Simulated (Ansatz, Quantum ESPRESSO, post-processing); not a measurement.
# Thickness dependence of 1T-TiO2, part 6 of 8

What does each added layer of 1T-TiO2 bring in screening, and what does it do to the gap?

Quantum ESPRESSO 7.5; plane-wave DFT, vdW-DF-cx, GBRV ultrasoft pseudopotentials made under PBE; geometry by Ansatz 0.2.0 with PAW datasets.

So far. Step 7 (Bands along a path, 1 layer: no field): Along this path the valence top lies between K and Γ and the conduction bottom at Γ. Step 13 (Potential by pp.x, 2 layers): The slope in the vacuum is 0.100 eV/Å for an applied 0.10 V/Å, as it should be.

## Step 14: Band structure, 2 layers: no field (continued)

Band numbers count within the set of bands kept for display. Electronic bands along the path, in eV, zero at the highest filled level of the SCF mesh; v1 is the highest filled band, c1 the lowest empty one:

```csv
point,v4,v3,v2,v1,c1,c2,c3,c4
Γ,-0.28,-0.28,-0.24,-0.24,2.65,2.65,2.66,2.66
halfway,-1.11,-1.06,-0.21,-0.04,3.02,3.07,3.53,3.53
M,-1.31,-1.24,-0.92,-0.57,2.89,2.90,3.73,3.73
halfway,-1.66,-1.53,-0.93,-0.75,2.96,3.00,3.80,3.81
K,-1.48,-1.48,-1.26,-1.08,2.85,2.93,3.95,3.95
halfway,-1.61,-1.57,-0.14,-0.08,3.35,3.38,3.47,3.52
Γ,-0.28,-0.28,-0.24,-0.24,2.65,2.65,2.66,2.66
```

Along this path the valence top lies between K and Γ and the conduction bottom at Γ.

## Step 15: Polarisability from the dipole between 0 and 0.1 V/A, 2 layers

Numbers from this step:

```
polarisability a cell      : 3.693 Å³
sheet polarisability 4πα/A : 6.051 Å
```

Table of change of the potential energy, second field less first by z:

```csv
z (Å),"change of the potential energy, second field less first (eV)"
0,-0.480
1,-0.859
2,-0.759
3,-0.659
4,-0.559
5,-0.459
6,-0.359
7,-0.260
8,-0.165
9,-0.1000
10,-0.0815
11,-0.0719
12,-0.0419
13,0.0282
14,0.0678
15,0.0784
16,0.0919
17,0.144
18,0.237
19,0.336
20,0.436
21,0.536
22,0.636
23,0.736
24,0.836
25,-0.0796
```

## Step 16: Geometry from Ansatz, 3 layers

Level of this step: plane-wave DFT, PBE-D3(BJ), Ansatz PAW (Ansatz 0.2.0).

System of this step: 1T-TiO2, 3 layers, AA stacking. The cell holds 9 atoms: 6 O and 3 Ti. Its edges and angles: a = 2.990 Å, b = 2.990 Å, c = 30.984 Å, α = 90.0°, β = 90.0°, γ = 120.0°. It derives from TiO2. Vacuum lies along c.

The input, input.yaml:

```yaml
crystal:
  lattice:
    - [2.99, 0.0, 0.0]
    - [-1.495, 2.5894159573, 0.0]
    - [0.0, 0.0, 30.9835763692]
  atoms:
    - { symbol: O, position: [0.6666666667, 0.3333333333, 0.2743388916] }
    - { symbol: Ti, position: [0.0, 0.0, 0.314056581] }
    - { symbol: O, position: [0.3333333333, 0.6666666667, 0.3537742704] }
    - { symbol: O, position: [0.6666666667, 0.3333333333, 0.4602823106] }
    - { symbol: Ti, position: [0.0, 0.0, 0.5] }
    - { symbol: O, position: [0.3333333333, 0.6666666667, 0.5397176894] }
    - { symbol: O, position: [0.6666666667, 0.3333333333, 0.6462257296] }
    - { symbol: Ti, position: [0.0, 0.0, 0.685943419] }
    - { symbol: O, position: [0.3333333333, 0.6666666667, 0.7256611084] }
kpoints:
  mp_grid: { grid: [12, 12, 1] }
hamiltonian:
  xc: pbe
  dispersion: d3bj
scf:
  occupations: { method: fermi_dirac, width: 0.05 }
  convergence: { dr2_threshold: 1.0e-08 }
efield:
  axis: 3
  dipole_correction: true
  ramp_position: 0.97
  ramp_width: 0.04
relax:
  f_tol: 0.01
  cell: { fix: [c, alpha, beta] }
output:
  write_potential: true
  write_density: true
  volumetric_format: npy
```

The run is started by

```bash
> ansatz run input.yaml --threads 4 --pin off --max-ram 8192MiB --backend cpu --events-out ev --progress --plain --runs-dir out
```

Numbers of over 12 decimals in the logs are rounded to 6 here.

The program printed:

```text
[...]
Crystal: 9 atoms, lattice volume = 239.886 Å³
Basis set: ecut = 420 eV, 4543 PW (Γ), exchange–correlation on 40×40×432 points (8 copies of the dense FFT grid, shifted against one another)
Bands: 45, of which v1, the nominal top of the filled ones, is band 36 counted from 1 (35 counted from 0)
Symmetry: 6 space group operations
k-points: 19 of 144 (time reversal used)
[...]
SCF iter   1: F=—  HF=-10912.735140 eV  |F-HF|=—  |Δ(HF+E_count)|=         —  Δρ=3.19e-3  dr2=3.51e-2  ethr=1.77e-3  p=0.000 e·Å  D=1.15e-5 V/Å  ΔV_dip=-0.00 eV  dr2_dipole=5.91e-8  V_vac-E_F(+/−)=8.19/8.19 eV  ⟨swp⟩=6.6  Hψ=3745  notcnv=0
[...]
SCF iter  11: F=-10912.732690 eV  HF=-10912.732690 eV  |F-HF|=5.21e-9  |Δ(HF+E_count)|=  4.84e-10  Δρ=1.01e-6  dr2=6.27e-9  ethr=1.39e-11  p=0.000 e·Å  D=1.51e-6 V/Å  ΔV_dip=-0.00 eV  dr2_dipole=9.18e-11  V_vac-E_F(+/−)=8.04/8.04 eV  ⟨swp⟩=9.4  Hψ=5507  notcnv=0
SCF 1 converged in 11 iterations: F = -10912.732690 eV  dr2 = 6.27e-9
[...]
relax step   1: F+E_penalty+E_count = -10912.73269037 eV  Δ(F+E_penalty+E_count) = +0.000e0 eV  max|allowed force component| = 4.196e0 eV/Å  Δτ_max = 0.0000 Å  P = -12.445 GPa  Ω = 239.886 Å³  fix = [c, alpha, beta]  reactions: c -21.187 GPa  (11 SCF iters, accepted)
Crystal: 9 atoms, lattice volume = 242.889 Å³
Basis set: ecut = 420 eV, 4603 PW (Γ), exchange–correlation on 40×40×432 points (8 copies of the dense FFT grid, shifted against one another)
[...]
SCF iter  12: F=-10915.941799 eV  HF=-10915.941799 eV  |F-HF|=1.28e-9  |Δ(HF+E_count)|=   3.17e-9  Δρ=7.07e-7  dr2=1.39e-9  ethr=1.39e-11  p=0.000 e·Å  D=3.50e-7 V/Å  ΔV_dip=-0.00 eV  dr2_dipole=1.54e-14  V_vac-E_F(+/−)=7.23/7.23 eV  ⟨swp⟩=10.1  Hψ=5650  notcnv=0
SCF 2 converged in 12 iterations: F = -10915.941799 eV  dr2 = 1.39e-9
[...]
relax step   2: F+E_penalty+E_count = -10915.94179858 eV  Δ(F+E_penalty+E_count) = -3.209e0 eV  max|allowed force component| = 1.516e0 eV/Å  Δτ_max = 0.1948 Å  P = -5.908 GPa  Ω = 242.889 Å³  energy of the carried Pulay correction = -5.723e-3 eV  fix = [c, alpha, beta]  reactions: c -6.729 GPa  (12 SCF iters, accepted)
Crystal: 9 atoms, lattice volume = 231.609 Å³
Basis set: ecut = 420 eV, 4471 PW (Γ), exchange–correlation on 40×40×432 points (8 copies of the dense FFT grid, shifted against one another)
[...]
SCF iter  10: F=-10916.269900 eV  HF=-10916.269900 eV  |F-HF|=2.01e-9  |Δ(HF+E_count)|=   7.17e-8  Δρ=1.75e-6  dr2=8.41e-9  ethr=1.39e-11  p=0.000 e·Å  D=1.21e-6 V/Å  ΔV_dip=-0.00 eV  dr2_dipole=5.83e-14  V_vac-E_F(+/−)=6.81/6.81 eV  ⟨swp⟩=8.2  Hψ=6313  notcnv=0
SCF 3 converged in 10 iterations: F = -10916.269900 eV  dr2 = 8.41e-9
relax step   3: F+E_penalty+E_count = -10916.26989977 eV  Δ(F+E_penalty+E_count) = -3.281e-1 eV  max|allowed force component| = 7.725e-1 eV/Å  Δτ_max = 0.1928 Å  P = +3.893 GPa  Ω = 231.609 Å³  energy of the carried Pulay correction = +1.615e-2 eV  fix = [c, alpha, beta]  reactions: c +2.369 GPa  (10 SCF iters, accepted)
[... from here on, the SCF cycles and remarks between the steps are left out ...]
relax step   4: F+E_penalty+E_count = -10916.41038331 eV  Δ(F+E_penalty+E_count) = -1.405e-1 eV  max|allowed force component| = 9.419e-2 eV/Å  Δτ_max = 0.1946 Å  P = -0.586 GPa  Ω = 238.070 Å³  energy of the carried Pulay correction = +3.494e-3 eV  fix = [c, alpha, beta]  reactions: c -0.890 GPa  (12 SCF iters, accepted)
relax step   5: F+E_penalty+E_count = -10916.44884908 eV  Δ(F+E_penalty+E_count) = -3.847e-2 eV  max|allowed force component| = 6.770e-2 eV/Å  Δτ_max = 0.2000 Å  P = -0.198 GPa  Ω = 237.135 Å³  energy of the carried Pulay correction = +5.305e-3 eV  fix = [c, alpha, beta]  reactions: c -0.725 GPa  (12 SCF iters, accepted)
relax step   6: F+E_penalty+E_count = -10916.48553137 eV  Δ(F+E_penalty+E_count) = -3.668e-2 eV  max|allowed force component| = 3.603e-2 eV/Å  Δτ_max = 0.1990 Å  P = -0.194 GPa  Ω = 237.303 Å³  energy of the carried Pulay correction = +4.979e-3 eV  fix = [c, alpha, beta]  reactions: c -0.633 GPa  (12 SCF iters, accepted)
relax step   7: F+E_penalty+E_count = -10916.52042059 eV  Δ(F+E_penalty+E_count) = -3.489e-2 eV  max|allowed force component| = 3.334e-2 eV/Å  Δτ_max = 0.1950 Å  P = -0.170 GPa  Ω = 237.277 Å³  energy of the carried Pulay correction = +5.029e-3 eV  fix = [c, alpha, beta]  reactions: c -0.555 GPa  (12 SCF iters, accepted)
relax step   8: F+E_penalty+E_count = -10916.54668832 eV  Δ(F+E_penalty+E_count) = -2.627e-2 eV  max|allowed force component| = 2.505e-2 eV/Å  Δτ_max = 0.1942 Å  P = -0.109 GPa  Ω = 237.351 Å³  energy of the carried Pulay correction = +4.886e-3 eV  fix = [c, alpha, beta]  reactions: c -0.341 GPa  (12 SCF iters, accepted)
relax step   9: F+E_penalty+E_count = -10916.55266419 eV  Δ(F+E_penalty+E_count) = -5.976e-3 eV  max|allowed force component| = 2.452e-2 eV/Å  Δτ_max = 0.1928 Å  P = +0.038 GPa  Ω = 237.538 Å³  energy of the carried Pulay correction = +4.524e-3 eV  fix = [c, alpha, beta]  reactions: c +0.103 GPa  (12 SCF iters, accepted)
relax step  10: F+E_penalty+E_count = -10916.55321783 eV  Δ(F+E_penalty+E_count) = -5.536e-4 eV  max|allowed force component| = 7.356e-2 eV/Å  Δτ_max = 0.0422 Å  P = +0.135 GPa  Ω = 237.641 Å³  energy of the carried Pulay correction = +4.324e-3 eV  fix = [c, alpha, beta]  reactions: c +0.218 GPa  (10 SCF iters, accepted)
relax step  11: F+E_penalty+E_count = -10916.52668900 eV  Δ(F+E_penalty+E_count) = +2.653e-2 eV  max|allowed force component| = 1.785e-1 eV/Å  Δτ_max = 0.0373 Å  P = -1.398 GPa  Ω = 241.131 Å³  energy of the carried Pulay correction = -2.382e-3 eV  fix = [c, alpha, beta]  (9 SCF iters, rejected (line search))
relax step  12: F+E_penalty+E_count = -10916.55381642 eV  Δ(F+E_penalty+E_count) = -5.986e-4 eV  max|allowed force component| = 2.092e-3 eV/Å  Δτ_max = 0.0122 Å  P = +0.000 GPa  Ω = 237.564 Å³  energy of the carried Pulay correction = +4.473e-3 eV  fix = [c, alpha, beta]  reactions: c +0.006 GPa  (9 SCF iters, accepted)
relax step  13: F+E_penalty+E_count = -10916.54983104 eV  Δ(F+E_penalty+E_count) = +3.985e-3 eV  max|allowed force component| = 2.140e-3 eV/Å  Δτ_max = 0.0000 Å  P = -0.038 GPa  Ω = 237.564 Å³  fix = [c, alpha, beta]  reactions: c -0.011 GPa  stress off target by 5.23e-2 GPa on what of the cell is left free  SCF on the basis re-selected at this cell (its energy is not comparable with the rows above)  (4 SCF iters)
relax step  14: F+E_penalty+E_count = -10916.55006126 eV  Δ(F+E_penalty+E_count) = -2.302e-4 eV  max|allowed force component| = 7.556e-4 eV/Å  Δτ_max = 0.0004 Å  P = -0.001 GPa  Ω = 237.449 Å³  energy of the carried Pulay correction = +2.126e-4 eV  fix = [c, alpha, beta]  reactions: c -0.004 GPa  (5 SCF iters, accepted)
[...]
SCF iter   3: F=-10916.549946 eV  HF=-10916.549946 eV  |F-HF|=3.11e-10  |Δ(HF+E_count)|=  7.48e-10  Δρ=1.01e-6  dr2=1.38e-9  ethr=8.06e-12  p=0.000 e·Å  D=5.93e-7 V/Å  ΔV_dip=-0.00 eV  dr2_dipole=7.92e-14  V_vac-E_F(+/−)=6.87/6.87 eV  ⟨swp⟩=7.3  Hψ=5295  notcnv=0
SCF 15 converged in 3 iterations: F = -10916.549946 eV  dr2 = 1.38e-9
relax step  15: F+E_penalty+E_count = -10916.54994595 eV  Δ(F+E_penalty+E_count) = +1.153e-4 eV  max|allowed force component| = 7.613e-4 eV/Å  Δτ_max = 0.0000 Å  P = -0.002 GPa  Ω = 237.449 Å³  fix = [c, alpha, beta]  reactions: c -0.004 GPa  stress off target by 5.26e-4 GPa on what of the cell is left free  SCF on the basis re-selected at this cell (its energy is not comparable with the rows above)  (3 SCF iters)
[...]
SCF converged after 3 iterations
Free energy (F): -10916.549946 eV
[...]
Internal energy: -10916.549946 eV  (E = F + TS)
E sigma→0 (E₀):  -10916.549946 eV
Fermi energy:    -0.256218 eV
Dipole field:    D = 0.000001 V/Å  (p = 0.000001 e·Å, saw-weighted, corrected)
Work function:   Φ+ = 6.8724 eV   Φ− = 6.8723 eV
[...]
--- Forces (eV/Å), atoms counted from 1 ---
  atom   1  O     -0.00000000     0.00000000     0.00032133
  atom   2  Ti     0.00000000    -0.00000000    -0.00073055
  atom   3  O      0.00000000    -0.00000000     0.00043912
  atom   4  O     -0.00000000     0.00000000     0.00004449
  atom   5  Ti     0.00000000     0.00000000    -0.00002896
  atom   6  O      0.00000000    -0.00000000    -0.00012947
  atom   7  O      0.00000000     0.00000000    -0.00034317
  atom   8  Ti     0.00000000     0.00000000     0.00076145
  atom   9  O      0.00000000    -0.00000000    -0.00033311
  max |Σ_I F_I| component: 1.11e-6 eV/Å
--- Stress (GPa, compression-positive) ---
       -0.000526       0.000000      -0.000000
        0.000000      -0.000526      -0.000000
       -0.000000      -0.000000      -0.003542
  P = ⅓ Tr σ = -0.0015 GPa (-0.015 kbar)
--- Band table (eV; the first three rows and the last of 19) ---
  k-point 0: bands = [... 32 lower, -1.8904, -1.8738, -1.8738, -1.8295, 1.0196, 1.0196, 1.0326, 1.0326, ... 5 higher]
  k-point 1: bands = [... 32 lower, -2.0859, -2.0465, -2.0249, -1.7415, 1.1125, 1.1317, 1.1447, 1.1888, ... 5 higher]
  k-point 2: bands = [... 32 lower, -2.3581, -2.1428, -1.8630, -1.6156, 1.2645, 1.2985, 1.3288, 1.5560, ... 5 higher]
  k-point 18: bands = [... 32 lower, -3.0889, -2.9367, -2.7934, -2.6757, 1.1891, 1.2571, 1.3098, 2.3083, ... 5 higher]
--- Relaxed structure (13 steps of the walk, 12 accepted, 2 SCFs on fresh bases) ---
[...]
cell:  # Å, volume = 237.4492 Å³
    - [2.974776, 0, 0]
    - [-1.487388, 2.576232, 0]
    - [0, 0, 30.9835763692]
  atoms:
    - { symbol: O, position: [0.666667, 0.333333, 0.321739] }
    - { symbol: Ti, position: [2.990611722580595e-17, 0, 0.353049] }
    - { symbol: O, position: [0.333333, 0.666667, 0.384234] }
    - { symbol: O, position: [0.666667, 0.333333, 0.468813] }
    - { symbol: Ti, position: [0, 0, 0.500003] }
    - { symbol: O, position: [0.333333, 0.666667, 0.531192] }
    - { symbol: O, position: [0.666667, 0.333333, 0.615763] }
    - { symbol: Ti, position: [-2.990808475536544e-17, 0, 0.646948] }
    - { symbol: O, position: [0.333333, 0.666667, 0.678258] }
```

Elapsed: 59 s, on 4 threads of Intel Xeon Platinum 8559C (Emerald Rapids), shared host; peak memory 0.7 GiB.

Step by step:

```csv
step,energy less that of the first step (eV),largest force component (eV/Å),pressure (GPa),volume (Å³)
1,0.0000,4.1958,-12.45,239.89
2,-3.2091,1.5161,-5.91,242.89
3,-3.5372,0.7725,3.89,231.61
4,-3.6777,0.0942,-0.59,238.07
5,-3.7162,0.0677,-0.20,237.13
6,-3.7528,0.0360,-0.19,237.30
7,-3.7877,0.0333,-0.17,237.28
8,-3.8140,0.0250,-0.11,237.35
9,-3.8200,0.0245,0.04,237.54
10,-3.8205,0.0736,0.14,237.64
11,-3.7940,0.1785,-1.40,241.13
12,-3.8211,0.0021,0.00,237.56
13*,-3.8171,0.0021,-0.04,237.56
14,-3.8174,0.0008,0.00,237.45
15*,-3.8173,0.0008,0.00,237.45
```

Relaxation steps marked * repeat the geometry before them on a plane-wave basis chosen anew for their cell, so energy and pressure can jump there. Relaxation step 11 was tried and not accepted.

```csv
cell as run,before,after,change
a (Å),2.990,2.975,-0.5 %
b (Å),2.990,2.975,-0.5 %
```

The atoms that moved most (Å, along periodic axes as changes of fractional coordinates times the final cell, across vacuum about the mean position):

```csv
atom,dx,dy,dz,length
O9,0.000,0.000,-1.469,1.469
O1,0.000,0.000,1.469,1.469
Ti8,0.000,0.000,-1.208,1.208
Ti2,0.000,0.000,1.208,1.208
O7,0.000,0.000,-0.944,0.944
O3,0.000,0.000,0.944,0.944
O4,0.000,0.000,0.264,0.264
O6,0.000,0.000,-0.264,0.264
```

Read from the output:

```
free energy                                                      : -10916.5499 eV
Fermi energy                                                     : -0.2562 eV
gap by band count                                                : 2.606 eV
dipole along the normal                                          : 1.23e-6 e·Å
vacuum level at the upper face over a Fermi level inside the gap : 6.872 eV
vacuum level at the lower face over a Fermi level inside the gap : 6.872 eV
```

## Step 17: Self-consistent run, 3 layers: no field

Level of this step: plane-wave DFT, vdW-DF-cx, GBRV ultrasoft pseudopotentials made under PBE (Quantum ESPRESSO 7.5). input_dft overrides the functional of the files.

The input, n3.f0.in:

```
&control
  prefix = 'n3.f0'
  outdir = './out'
  pseudo_dir = './pseudo'
  calculation = 'scf'
  tprnfor = .true.
  tefield = .true.
  dipfield = .true.
/
&system
  ibrav = 0
  nat = 9
  ntyp = 2
  ecutwfc = 40
  ecutrho = 200
  input_dft = 'vdw-df-cx'
  occupations = 'smearing'
  smearing = 'fd'
  degauss = 0.004
  edir = 3
  emaxpos = 0.97
  eopreg = 0.04
  eamp = 0.0
  nbnd = 40
/
&electrons
  conv_thr = 1e-09
  mixing_beta = 0.4
  electron_maxstep = 120
  mixing_mode = 'plain'
/
ATOMIC_SPECIES
  O   15.9990  o_pbe_v1.2.uspp.F.UPF
  Ti  47.8670  ti_pbe_v1.4.uspp.F.UPF
CELL_PARAMETERS angstrom
  2.97477594864013 0.00000000000000 0.00000000000000
  -1.48738797432007 2.57623154208931 -0.00000000000000
  0.00000000000000 -0.00000000000000 30.98357636920000
ATOMIC_POSITIONS crystal
  O   0.666666666667 0.333333333333 0.321739190573
  Ti  0.000000000000 -0.000000000000 0.353049047066
  O   0.333333333333 0.666666666667 0.384234369047
  O   0.666666666667 0.333333333333 0.468812681602
  Ti  0.000000000000 0.000000000000 0.500002563529
  O   0.333333333333 0.666666666667 0.531192444051
  O   0.666666666667 0.333333333333 0.615763050298
  Ti  -0.000000000000 0.000000000000 0.646948387611
  O   0.333333333333 0.666666666667 0.678258266222
K_POINTS automatic
  12 12 1 0 0 0
```

The run is started by

```bash
> OMP_NUM_THREADS=1 mpirun -n 4 pw.x -nk 4 -in n3.f0.in > n3.f0.out
```

The program printed:

```text
[banner, memory and clock lines left out]
Program PWSCF v.7.5 starts
[...]
number of electrons       =        72.00
     number of Kohn-Sham states=           40
     kinetic-energy cutoff     =      40.0000  Ry
     charge density cutoff     =     200.0000  Ry
[...]
number of k points=    74  Fermi-Dirac smearing, width (Ry)=  0.0040
[...]
Dense  grid:    76655 G-vectors     FFT dimensions: (  25,  25, 270)
[...]
negative rho (up, down):  1.000E-02 0.000E+00
[...]
Starting wfcs are   54 randomized atomic wfcs
[...]
negative rho (up, down):  1.085E-02 0.000E+00
[...]
estimated scf accuracy    <       1.58959089 Ry
[...]
negative rho (up, down):  1.022E-02 0.000E+00
[...]
estimated scf accuracy    <       1.21966060 Ry
[...]
negative rho (up, down):  9.899E-03 0.000E+00
[...]
estimated scf accuracy    <       0.03933834 Ry
[...]
negative rho (up, down):  9.952E-03 0.000E+00
[...]
estimated scf accuracy    <       0.07089309 Ry
[...]
negative rho (up, down):  9.994E-03 0.000E+00
[...]
estimated scf accuracy    <       0.01441419 Ry
[...]
negative rho (up, down):  9.909E-03 0.000E+00
[...]
estimated scf accuracy    <       0.00985443 Ry
[...]
negative rho (up, down):  9.898E-03 0.000E+00
[...]
estimated scf accuracy    <       0.00027250 Ry
[...]
negative rho (up, down):  9.905E-03 0.000E+00
[...]
estimated scf accuracy    <       0.00006404 Ry
[...]
negative rho (up, down):  9.908E-03 0.000E+00
[...]
estimated scf accuracy    <       0.00000108 Ry
[...]
negative rho (up, down):  9.910E-03 0.000E+00
[...]
estimated scf accuracy    <       0.00000376 Ry
[...]
negative rho (up, down):  9.911E-03 0.000E+00
[...]
estimated scf accuracy    <       0.00000060 Ry
[...]
negative rho (up, down):  9.912E-03 0.000E+00
[...]
estimated scf accuracy    <       0.00000174 Ry
[...]
negative rho (up, down):  9.913E-03 0.000E+00
[...]
estimated scf accuracy    <       0.00000023 Ry
[...]
negative rho (up, down):  9.913E-03 0.000E+00
[...]
estimated scf accuracy    <       0.00000028 Ry
[...]
negative rho (up, down):  9.913E-03 0.000E+00
[...]
Total length         56.2085 bohr
[...]
estimated scf accuracy    <       0.00000003 Ry
[...]
negative rho (up, down):  9.914E-03 0.000E+00
[...]
Computed dipole along edir(3) :
        Dipole               -0.0000 Ry au,         -0.0000 Debye
        Dipole field         -0.0000 Ry au,
        Potential amp.        0.0000 Ry
        Total length         56.2085 bohr
[...]
the Fermi energy is    -0.3519 ev
!    total energy              =    -552.34059383 Ry
     estimated scf accuracy    <          6.3E-10 Ry
     smearing contrib. (-TS)   =      -0.00000000 Ry
     internal energy E=F+TS    =    -552.34059383 Ry
[...]
one-electron contribution =   -7959.93477237 Ry
     hartree contribution      =    3987.99860958 Ry
     xc contribution           =     -97.49112223 Ry
     ewald contribution        =    3517.08669118 Ry
     electric field correction =       0.00000000 Ry
     convergence has been achieved in  16 iterations
     negative rho (up, down):  9.914E-03 0.000E+00
[...]
Total force =     0.009640     Total SCF correction =     0.000023
[...]
```

The job ended after 3.8 min (4 MPI ranks; peak memory 1.1 GiB).

This step gave:

```
free energy                          : -7514.9766 eV
Fermi energy                         : -0.3519 eV
dipole along the normal              : 0 e·Å
valence top, on the run's zero       : -1.693 eV
conduction bottom, on the run's zero : 0.9145 eV
gap by band count                    : 2.608 eV
```

## Step 18: Potential by pp.x, 3 layers

The input, n3.f0.pot.in:

```
&inputpp
  prefix = 'n3.f0'
  outdir = './out'
  filplot = 'n3.f0.pot.dat'
  plot_num = 11
/
```

The run is started by

```bash
> OMP_NUM_THREADS=1 mpirun -n 4 pp.x -in n3.f0.pot.in > n3.f0.pot.out
```

Elapsed: 19 s, on 4 MPI ranks; peak memory 0.22 GiB; 74 s of CPU time.

This step gave:

| Property | Result |
| --- | --- |
| slope of the potential above | 2.25e-6 eV/Å |
| upper vacuum line continued to the top atoms, over the valence top | 8.327 eV |
| slope of the potential below | -2.90e-6 eV/Å |
| lower vacuum line continued to the bottom atoms, over the valence top | 8.327 eV |
| vacuum level at the upper face over the valence top of the mesh | 8.327 eV |
| vacuum level at the lower face over the valence top of the mesh | 8.327 eV |

(Part 6 of 8 ends here.)

[Logs are printed without paths, hosts, clocks, repeated set-up lines and the standing remarks that a program may print on its own settings, such as how far it seeks lower states.]

[Hosts, paths, dates, database ids (printed as entryN), source tags and the programs' standing remarks are cut or masked in the printed files.]

[Maps of the electrostatic potential energy from Ansatz leave out the sawtooth potential of an applied field or a dipole correction, so their vacuum need not be flat; planar profiles and work functions include it.]
